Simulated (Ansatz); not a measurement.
Planning a run of Ansatz 0.2.0 on GaCuSe2 (I-42d). The input:

```yaml
crystal:
  lattice:
    - [-2.80955, 2.80955, 5.513]
    - [2.80955, -2.80955, 5.513]
    - [2.80955, 2.80955, -5.513]
  atoms:
    - { symbol: Ga, position: [0.5, 0.5, 0.0] }
    - { symbol: Ga, position: [0.25, 0.75, 0.5] }
    - { symbol: Cu, position: [0.0, 0.0, 0.0] }
    - { symbol: Cu, position: [0.75, 0.25, 0.5] }
    - { symbol: Se, position: [0.375, 0.37562, 0.50062] }
    - { symbol: Se, position: [0.62438, 0.125, 0.99938] }
    - { symbol: Se, position: [0.875, 0.87438, 0.49938] }
    - { symbol: Se, position: [0.12562, 0.625, 0.00062] }
kpoints:
  mp_grid: { grid: [8, 8, 8] }
hamiltonian:
  xc: pbe
  pseudopotentials: { kind: paw, azcp: { folder: soft_1 } }
scf:
  occupations: { method: fixed }
  n_extra_bands: 64
output:
  optics: { e_range: [0, 15], de: 0.05, sigma: 0.15, scissors: 0.462 }
```

```sh
ansatz run input.yaml --threads 4 --pin off --max-ram 138240MiB --backend cuda --events-out ev --progress --plain --runs-dir out --devices 1 --max-vram 26GiB
```

Question: Estimate wall time and host memory on 1 × NVIDIA H100 80GB HBM3 (shared by 3 runs) with 4 threads of AMD EPYC 7R13 (Zen 3), shared host.

It took 99 s; on shared hardware allow 50 s to 3.3 min. Peak host memory was 5.0 GiB.

[Paths, hosts, dates, memory and timing lines, banners, echoed tables and standing remarks are left out of the program output.]

[Logs are printed without paths, hosts, clocks, repeated set-up lines and the standing remarks that a program may print on its own settings, such as how far it seeks lower states.]

[Runs of the session that timed out or met a known fault of the program may be left out.]

[Cells called generated may have been cut or substituted from an entry of the Crystallography Open Database or the Materials Project.]

[Hosts, paths, dates, database ids (printed as entryN), source tags and the programs' standing remarks are cut or masked in the printed files.]
